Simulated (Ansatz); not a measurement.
## SnWO4 (Pnna): how G0W0 depends on its starting point

One-shot GW is not self-consistent; how far does the start matter for SnWO4 (Pnna)?

Main program and level: Ansatz 0.2.0; G0W0 on several functionals, plane waves, PAW.

In doubt: masses and optical values from hybrid runs of this build are listed as unsure (step 4), which bears on the screening that GW takes from such a start.

**1. The starting structure**

The structure is orthorhombic, space group Pnna (No. 52). The conventional cell has a = 5.627 Å, b = 11.649 Å, c = 4.997 Å, α = 90.00°, β = 90.00°, γ = 90.00°. Nearest to Sn lie 4 O at 2.18 to 2.39 Å. Nearest to W lie 6 O at 1.80 to 2.14 Å. Nearest to O lie 2 W at 1.80 to 2.14 Å. Nearest to O lie 1 W at 1.89 Å and 2 Sn at 2.18 to 2.39 Å. Farther neighbours and most contacts between anions are not listed.

The cell and positions come from the Crystallography Open Database and are kept as given unless a step says otherwise. Spin-orbit coupling is left out unless a step names it. The default PAW set here is soft_2. Its files were made with PBE.

**2. G0W0 on LDA**

Now the one-shot GW correction: screening in the RPA, then the self-energy of the levels asked for.

This step: G0W0 on LDA, plane waves, PAW.

input.yaml reads:

```yaml
crystal:
  lattice:
    - [5.627, 0.0, 0.0]
    - [0.0, 11.6486, 0.0]
    - [0.0, 0.0, 4.9973]
  atoms:
    - { symbol: Sn, position: [0.25, 0.0, 0.2196] }
    - { symbol: Sn, position: [0.25, 0.5, 0.2804] }
    - { symbol: Sn, position: [0.75, 0.0, 0.7804] }
    - { symbol: Sn, position: [0.75, 0.5, 0.7196] }
    - { symbol: W, position: [0.6677, 0.25, 0.25] }
    - { symbol: W, position: [0.8323, 0.75, 0.25] }
    - { symbol: W, position: [0.3323, 0.75, 0.75] }
    - { symbol: W, position: [0.1677, 0.25, 0.75] }
    - { symbol: O, position: [0.3765, 0.2987, 0.9988] }
    - { symbol: O, position: [0.1235, 0.7013, 0.9988] }
    - { symbol: O, position: [0.3765, 0.2013, 0.5012] }
    - { symbol: O, position: [0.1235, 0.7987, 0.5012] }
    - { symbol: O, position: [0.6235, 0.7013, 0.0012] }
    - { symbol: O, position: [0.8765, 0.2987, 0.0012] }
    - { symbol: O, position: [0.6235, 0.7987, 0.4988] }
    - { symbol: O, position: [0.8765, 0.2013, 0.4988] }
    - { symbol: O, position: [0.1019, 0.3961, 0.6037] }
    - { symbol: O, position: [0.3981, 0.6039, 0.6037] }
    - { symbol: O, position: [0.1019, 0.1039, 0.8963] }
    - { symbol: O, position: [0.3981, 0.8961, 0.8963] }
    - { symbol: O, position: [0.8981, 0.6039, 0.3963] }
    - { symbol: O, position: [0.6019, 0.3961, 0.3963] }
    - { symbol: O, position: [0.8981, 0.8961, 0.1037] }
    - { symbol: O, position: [0.6019, 0.1039, 0.1037] }
kpoints:
  mp_grid: { grid: [2, 2, 4] }
hamiltonian:
  xc: lda
scf:
  occupations: { method: fixed }
gw:
  n_empty_bands: 454
  ecut_chi: 72
  qp_bands: [v4, c4]
  qp_kpoints: band_edges
  screening: { model: contour_deformation }
```

Launch:

```
$ ansatz run input.yaml --threads 24 --pin off --max-ram 82944MiB --backend cuda --events-out ev --progress --plain --runs-dir out --devices 1 --max-vram 78GiB
```

Numbers of over 12 decimals in the logs are rounded to 6 here.

What it wrote:

```text
GPUs: using 1 of 1 available (devices: 1).
Engine: ansatz 0.2.0, aarch64-unknown-linux-gnu
Pseudopotentials: kind: paw
Pseudopotential: Sn, paw, valence charge 14, recommended cutoff 420 eV (normal), Sn.paw.azcp
Pseudopotential: W, paw, valence charge 14, recommended cutoff 420 eV (normal), W.paw.azcp
Pseudopotential: O, paw, valence charge 6, recommended cutoff 420 eV (normal), O.paw.azcp
Functional definition: SPW92
  exchange = slater_x
  correlation = pw_c
[...]
Crystal: 24 atoms, lattice volume = 327.556 Å³
Basis set: ecut = 420 eV, 6429 PW (Γ)
Bands: 128, of which v1, the nominal top of the filled ones, is band 104 counted from 1 (103 counted from 0)
Symmetry: 8 space group operations
Space group: Pnna (ITA 52), of the structure as read, at distance tolerance 6.9e-5 Å
k-points: 12 of 16
Non-local potential: Sn, projectors of the file, l = 0: 2, l = 1: 2, l = 2: 2, l = 3: 2
Non-local potential: W, projectors of the file, l = 0: 3, l = 1: 2, l = 2: 2, l = 3: 1
Non-local potential: O, projectors of the file, l = 0: 2, l = 1: 2, l = 2: 1
PAW form: soft (Blöchl's): semilocal exchange-correlation on the pseudo side does not see the compensation charge
PAW frozen core: Sn, regenerated for the run's functional, and the local potential with it (the file was generated under x = pbe(κ = 0.804, μ = 0.219515), c = pbe(β = 0.066725))
PAW frozen core: W, regenerated for the run's functional, and the local potential with it (the file was generated under x = pbe(κ = 0.804, μ = 0.219515), c = pbe(β = 0.066725))
PAW frozen core: O, regenerated for the run's functional, and the local potential with it (the file was generated under x = pbe(κ = 0.804, μ = 0.219515), c = pbe(β = 0.066725))
PAW one-centre angular grid: Sn, 590 points (default); XC on 64 Gauss nodes
PAW one-centre angular grid: W, 590 points (default); XC on 64 Gauss nodes
PAW one-centre angular grid: O, 110 points (default); XC on 64 Gauss nodes
Initial density: superposition of atomic densities (neutral atoms: chi_scale 0, normalization atom), corrected by the library's trained network
Initial wavefunctions: pseudopotential atomic-orbital guess
[...]
Functional: x = slater, c = lda
SCF iter   1: F=—  HF=-72927.588944 eV  |F-HF|=—  |Δ(HF+E_count)|=         —  Δρ=1.85e-2  dr2=1.04e0  ethr=1.77e-3  ⟨swp⟩=5.0  Hψ=4858  notcnv=0  defer=258
preconditioner: auto → Resta (q_TF=auto, 2.529 Å⁻¹)  ε∞=4.7  [insulator: Δε(μ)=1.284 eV  Ē_g=14.118 eV  n_scr=84 (ndim 8)  ℏωp=27.2 eV  f_vac=0.038  ε∞_Penn≈4.7]
SCF iter   2: F=—  HF=-72927.387494 eV  |F-HF|=—  |Δ(HF+E_count)|=   2.01e-1  Δρ=7.45e-3  dr2=1.70e-1  ethr=5.00e-4  ⟨swp⟩=2.0  Hψ=2411  notcnv=0  defer=256
SCF iter   3: F=—  HF=-72927.355021 eV  |F-HF|=—  |Δ(HF+E_count)|=   3.25e-2  Δρ=2.63e-3  dr2=1.69e-2  ethr=8.17e-5  ⟨swp⟩=2.0  Hψ=1950  notcnv=0  defer=262
SCF iter   4: F=—  HF=-72927.350185 eV  |F-HF|=—  |Δ(HF+E_count)|=   4.84e-3  Δρ=4.48e-4  dr2=6.30e-4  ethr=8.12e-6  ⟨swp⟩=2.5  Hψ=2321  notcnv=0  defer=262
SCF iter   5: F=—  HF=-72927.350186 eV  |F-HF|=—  |Δ(HF+E_count)|=   1.41e-6  Δρ=2.68e-4  dr2=2.02e-4  ethr=3.03e-7  ⟨swp⟩=2.0  Hψ=2067  notcnv=0  defer=256
SCF iter   6: F=—  HF=-72927.350155 eV  |F-HF|=—  |Δ(HF+E_count)|=   3.08e-5  Δρ=7.86e-5  dr2=1.98e-5  ethr=9.69e-8  ⟨swp⟩=2.0  Hψ=2096  notcnv=0  defer=236
SCF iter   7: F=—  HF=-72927.350156 eV  |F-HF|=—  |Δ(HF+E_count)|=   4.84e-7  Δρ=1.81e-5  dr2=1.15e-6  ethr=9.53e-9  ⟨swp⟩=2.0  Hψ=2147  notcnv=0  defer=236
SCF iter   8: F=-72927.350156 eV  HF=-72927.350156 eV  |F-HF|=2.59e-9  |Δ(HF+E_count)|=   9.02e-8  Δρ=4.79e-6  dr2=9.29e-8  ethr=4.81e-11  ⟨swp⟩=8.9  Hψ=6749  notcnv=0
SCF 1 converged in 8 iterations: F = -72927.350156 eV  dr2 = 9.29e-8
  greatest PAW one-centre occupation: 1.000 electrons in one spin orbital (limit 2), on the W atom at site 6 (counted from 0), in its partial waves of l = 0
[...]
NSCF: frozen V_eff on 12 k-points
[...]
SCF converged after 8 iterations
[...]
3   108     10.8290   -15.9868    -3.7891   -21.0018  0.7561    12.0954    12.0549  root
     4   101      7.8118   -21.9858     3.0101   -19.0162  0.7437     7.8523     7.8524  root
     4   102      7.8118   -21.9858     3.0101   -19.0162  0.7437     7.8523     7.8524  root
     4   103      8.6521   -20.7963     2.1432   -18.7908  0.7578     8.7895     8.7898  root
     4   104      8.6521   -20.7963     2.1432   -18.7908  0.7578     8.7895     8.7898  root
     4   105     10.2209   -15.5728    -4.0903   -20.9212  0.7613    11.5228    11.4790  root
     4   106     10.2209   -15.5728    -4.0903   -20.9212  0.7613    11.5228    11.4790  root
     4   107     10.9231   -15.5920    -3.9585   -20.7680  0.7561    12.1841    12.1406  root
     4   108     10.9231   -15.5920    -3.9585   -20.7680  0.7561    12.1841    12.1406  root
     5   101      8.2044   -20.5786     2.4212   -18.2350  0.7500     8.2819     8.2820  root
     5   102      8.2044   -20.5786     2.4212   -18.2350  0.7500     8.2819     8.2820  root
     5   103      8.2096   -20.9342     2.1216   -18.8915  0.7596     8.2885     8.2886  root
     5   104      8.2096   -20.9342     2.1216   -18.8915  0.7596     8.2885     8.2886  root
     5   105     10.8260   -15.0339    -4.2667   -20.5325  0.7569    12.1043    12.0579  root
     5   106     10.8260   -15.0339    -4.2667   -20.5325  0.7569    12.1043    12.0579  root
     5   107     10.9335   -15.9746    -4.2733   -21.5122  0.7515    12.2508    12.1979  root
     5   108     10.9335   -15.9746    -4.2733   -21.5122  0.7515    12.2508    12.1979  root
     6   101      8.0617   -21.4717     2.6363   -18.9083  0.7497     8.1345     8.1346  root
     6   102      8.0617   -21.4717     2.6363   -18.9083  0.7497     8.1345     8.1346  root
     6   103      8.1249   -20.7706     2.5335   -18.2818  0.7506     8.1695     8.1696  root
     6   104      8.1249   -20.7706     2.5335   -18.2818  0.7506     8.1695     8.1696  root
     6   105     10.8421   -14.6457    -4.1040   -19.9358  0.7624    12.0665    12.0282  root
     6   106     10.8421   -14.6457    -4.1040   -19.9358  0.7624    12.0665    12.0282  root
     6   107     11.0977   -15.5446    -4.3612   -21.1514  0.7495    12.3983    12.3432  root
[...]
11   101      8.1092   -19.7819     2.1512   -17.6703  0.7553     8.1487     8.1487  root
    11   102      8.1092   -19.7819     2.1512   -17.6703  0.7553     8.1487     8.1487  root
    11   103      8.4455   -21.1162     2.3219   -18.9067  0.7548     8.5576     8.5579  root
    11   104      8.4455   -21.1162     2.3219   -18.9067  0.7548     8.5576     8.5579  root
    11   105     10.6035   -15.6743    -3.9527   -20.8635  0.7614    11.8800    11.8401  root
    11   106     10.6035   -15.6743    -3.9527   -20.8635  0.7614    11.8800    11.8401  root
    11   107     10.9240   -16.2565    -3.8858   -21.3956  0.7505    12.2252    12.1772  root
    11   108     10.9240   -16.2565    -3.8858   -21.3956  0.7505    12.2252    12.1772  root
```

Wall time 14 s (1 × NVIDIA GB200 (shared by 2 runs) with 24 threads of Arm Neoverse V2, shared host); peak memory 2.6 GiB; 42 s of CPU time.

Reading the cycles: dr2 is the Hartree energy of the density residual (eV), the measure of convergence; HF is the Harris–Foulkes estimate of the energy, which meets the free energy F at convergence.

Numbers from this step:

| Property | Result |
| --- | --- |
| bands summed | 558 |
| RPA ε∞ on this mesh (eigenvalues) | 6.447, 6.623, 7.909 |
| plane waves in the screening matrix | 461 |
| q-points in the mesh | 16 |
| G0W0 gap on the mesh | 2.479 eV |
| k of the valence top | 0, 0, 0.25 |
| k of the conduction bottom | 0, 0, 0 |
| starting gap on the mesh | 1.353 eV |
| Z at the valence top | 0.7601 |
| Z at the conduction bottom | 0.7614 |
| least direct G0W0 gap on the computed points | 2.539 eV |

The gap on the mesh goes from 1.35 eV to 2.48 eV, a correction of +1.13 eV. Between the two edge states, bare exchange in place of the xc potential would open the gap by 7.20 eV, and correlation takes back 6.08 eV.

**3. G0W0 on r2SCAN**

One-shot GW remembers its start. Another functional's orbitals and levels show by how much.

This step: G0W0 on r2SCAN, plane waves, PAW.

input.yaml, as its differences from that of step 2:

```diff
@@ -33,3 +33,3 @@
 hamiltonian:
-  xc: lda
+  xc: r2scan
 scf:
```

What it wrote:

```text
GPUs: using 1 of 1 available (devices: 1).
[...]
Crystal: 24 atoms, lattice volume = 327.556 Å³
Basis set: ecut = 500 eV, 8317 PW (Γ), exchange–correlation on 180×360×160 points (64 copies of the dense FFT grid, shifted against one another)
Bands: 128, of which v1, the nominal top of the filled ones, is band 104 counted from 1 (103 counted from 0)
Symmetry: 8 space group operations
[...]
k-points: 12 of 16
[...]
SCF iter   1: F=—  HF=-74847.688828 eV  |F-HF|=—  |Δ(HF+E_count)|=         —  Δρ=1.15e-2  dr2=5.29e-1  dr2_τ=1.43e0  ethr=1.77e-3  ⟨swp⟩=5.0  Hψ=5063  notcnv=0  defer=257
[...]
SCF iter   9: F=-74847.968243 eV  HF=-74847.968243 eV  |F-HF|=1.57e-9  |Δ(HF+E_count)|=   5.20e-8  Δρ=1.38e-6  dr2=6.42e-9  dr2_τ=7.93e-10  ethr=4.81e-11  ⟨swp⟩=10.4  Hψ=5787  notcnv=0
SCF 1 converged in 9 iterations: F = -74847.968243 eV  dr2 = 6.42e-9
[...]
SCF converged after 9 iterations
[...]
3   108     11.1976   -16.1261    -3.7674   -20.9513  0.7644    12.2810    12.2555  root
     4   101      7.9464   -21.4542     2.8118   -18.5980  0.7563     7.9019     7.9020  root
     4   102      7.9464   -21.4542     2.8118   -18.5980  0.7563     7.9019     7.9020  root
     4   103      8.8886   -20.4285     2.0457   -18.3599  0.7705     8.8657     8.8657  root
     4   104      8.8886   -20.4285     2.0457   -18.3599  0.7705     8.8657     8.8657  root
     4   105     10.6153   -15.6681    -4.0572   -20.7739  0.7694    11.6887    11.6639  root
     4   106     10.6153   -15.6681    -4.0572   -20.7739  0.7694    11.6887    11.6639  root
     4   107     11.3047   -15.8024    -3.9189   -20.7617  0.7637    12.3715    12.3451  root
[...]
11   105     10.9976   -15.8297    -3.9228   -20.7897  0.7689    12.0584    12.0348  root
    11   106     10.9976   -15.8297    -3.9228   -20.7897  0.7689    12.0584    12.0348  root
    11   107     11.2893   -16.3215    -3.8609   -21.2782  0.7598    12.4169    12.3851  root
    11   108     11.2893   -16.3215    -3.8609   -21.2782  0.7598    12.4169    12.3851  root
```

Elapsed: 22 s, on 1 × NVIDIA GB200 (shared by 2 runs) with 24 threads; peak memory 4.2 GiB.

Numbers from this step:

| Item | Value |
| --- | --- |
| bands summed | 558 |
| RPA ε∞ on this mesh (eigenvalues) | 5.610, 5.828, 6.845 |
| plane waves in the screening matrix | 461 |
| q-points in the mesh | 16 |
| G0W0 gap on the mesh | 2.588 eV |
| k of the valence top | 0, 0, 0.25 |
| k of the conduction bottom | 0, 0, 0 |
| starting gap on the mesh | 1.507 eV |
| Z at the valence top | 0.7725 |
| Z at the conduction bottom | 0.7696 |
| least direct G0W0 gap on the computed points | 2.650 eV |

Against the run with 2×2×4 mesh, 454 empty bands, screening to 72 eV on LDA, the gap moves by +0.11 eV, while the start moved by +0.15 eV.

**4. G0W0 on HSE06**

This step: G0W0 on HSE06, plane waves, PAW.

input.yaml, as its differences from that of step 3:

```diff
@@ -33,3 +33,3 @@
 hamiltonian:
-  xc: r2scan
+  xc: hse06
 scf:
```

What it wrote:

```text
GPUs: using 1 of 1 available (devices: 1).
[...]
davidson cushion auto → on  (no smearing: the cushion is to keep the highest requested band from converging to the state above it; pin scf.eigensolver.cushion to override)
[...]
Crystal: 24 atoms, lattice volume = 327.556 Å³
Basis set: ecut = 420 eV, 6429 PW (Γ)
Bands: 128, of which v1, the nominal top of the filled ones, is band 104 counted from 1 (103 counted from 0)
Symmetry: 8 space group operations
[...]
k-points: 12 of 16
[...]
3   106     10.7475   -15.1302    -3.8625   -19.7861  0.7940    11.5500    11.5409  root *
     3   107     11.5030   -15.6000    -3.6631   -20.0672  0.7903    12.3167    12.3072  root *
     3   108     11.5030   -15.6000    -3.6631   -20.0672  0.7903    12.3167    12.3072  root *
[...]
11   105     11.2976   -15.3019    -3.8049   -19.8853  0.7941    12.0847    12.0760  root
    11   106     11.2976   -15.3019    -3.8049   -19.8853  0.7941    12.0847    12.0760  root
    11   107     11.6156   -15.8256    -3.7344   -20.3933  0.7864    12.4600    12.4488  root
    11   108     11.6156   -15.8256    -3.7344   -20.3933  0.7864    12.4600    12.4488  root
```

The job ended after 63 s (1 × NVIDIA GB200 (shared by 2 runs) with 24 threads; peak memory 4.1 GiB; 3.9 min of CPU time).

This step gave:

```
bands summed                                 : 558
RPA ε∞ on this mesh (eigenvalues)            : 4.802, 4.994, 5.743
plane waves in the screening matrix          : 461
G0W0 gap on the mesh                         : 2.774 eV
k of the valence top                         : 0, 0, 0.25
k of the conduction bottom                   : 0, 0, 0
starting gap on the mesh                     : 2.084 eV
least direct G0W0 gap on the computed points : 2.840 eV
```

Against the run with 2×2×4 mesh, 454 empty bands, screening to 72 eV on r2SCAN, the gap moves by +0.19 eV, while the start moved by +0.58 eV.

**5. The starts together**

All on the 2×2×4 mesh with 454 empty bands and screening to 72 eV. Times are wall times on 1 × NVIDIA GB200 (shared by 2 runs) with 24 threads of Arm Neoverse V2, shared host, good to a factor of about two.

| start | starting gap (eV) | shift (eV) | G0W0 gap (eV) | RPA ε∞ (harmonic mean) | Z (valence, conduction) | time |
| --- | --- | --- | --- | --- | --- | --- |
| LDA | 1.35 | +1.13 | 2.48 | 6.94 | 0.76, 0.76 | 14 s |
| r2SCAN | 1.51 | +1.08 | 2.59 | 6.05 | 0.77, 0.77 | 22 s |
| HSE06 | 2.08 | +0.69 | 2.77 | 5.15 | 0.80, 0.79 | 63 s |

How the two edges are built up, in eV (the quasiparticle level is the starting level plus Σx plus Σc less Vxc):

| run | edge | start | Σx | Σc | Vxc | Z | QP |
| --- | --- | --- | --- | --- | --- | --- | --- |
| LDA | valence top | 8.69 | -20.63 | 2.07 | -18.69 | 0.76 | 8.83 |
| LDA | conduction bottom | 10.05 | -15.54 | -4.00 | -20.81 | 0.76 | 11.31 |
| r2SCAN | valence top | 8.94 | -20.27 | 1.99 | -18.26 | 0.77 | 8.91 |
| r2SCAN | conduction bottom | 10.44 | -15.60 | -3.99 | -20.64 | 0.77 | 11.49 |
| HSE06 | valence top | 8.64 | -20.01 | 1.82 | -18.29 | 0.80 | 8.74 |
| HSE06 | conduction bottom | 10.73 | -15.08 | -3.87 | -19.74 | 0.79 | 11.52 |

For a hybrid start, Vxc holds its share of exact exchange.

**6. Results**

```yaml
g0w0_lda: 2.48 eV (start 1.35 eV)
g0w0_r2scan: 2.59 eV (start 1.51 eV)
g0w0_hse06: 2.77 eV (start 2.08 eV)
known_limits: not at the basis limit; no spin-orbit coupling; coarse k mesh
```

The starting gaps span 0.73 eV and the G0W0 gaps 0.30 eV. Between LDA and HSE06, 0.30 eV of the 0.73 eV survives, 40 %. HSE06 screens less than LDA (ε∞ 5.15 against 6.94). Of the 0.30 eV by which its G0W0 gap is higher, the correlation part gives +0.39 eV, and exchange with the one-particle terms, which follow the orbitals, −0.10 eV. The smallest correction, +0.69 eV, is on HSE06, the start nearest to reproducing itself. Bands and cutoff are finite, so the gap is not at the basis limit. The miss can reach some tenths of an eV and take either sign; the mesh is an error of its own. The 2×2×4 mesh is coarse for this cell (its supercell is 11 Å along the shortest edge). The RPA ε∞ on it, from the LDA start, is 6.45, 6.62 and 7.91; such meshes misread the long-range screening, most where the gap is narrow. The many-body steps are scalar-relativistic: spin-orbit coupling is not in them.

[Paths, hosts, dates, memory and timing lines, banners, echoed tables and standing remarks are left out of the program output.]

[Logs are printed without paths, hosts, clocks, repeated set-up lines and the standing remarks that a program may print on its own settings, such as how far it seeks lower states.]

[Runs of the session that timed out or met a known fault of the program may be left out.]

[Cells called generated may have been cut or substituted from an entry of the Crystallography Open Database or the Materials Project.]

[Hosts, paths, dates, database ids (printed as entryN), source tags and the programs' standing remarks are cut or masked in the printed files.]
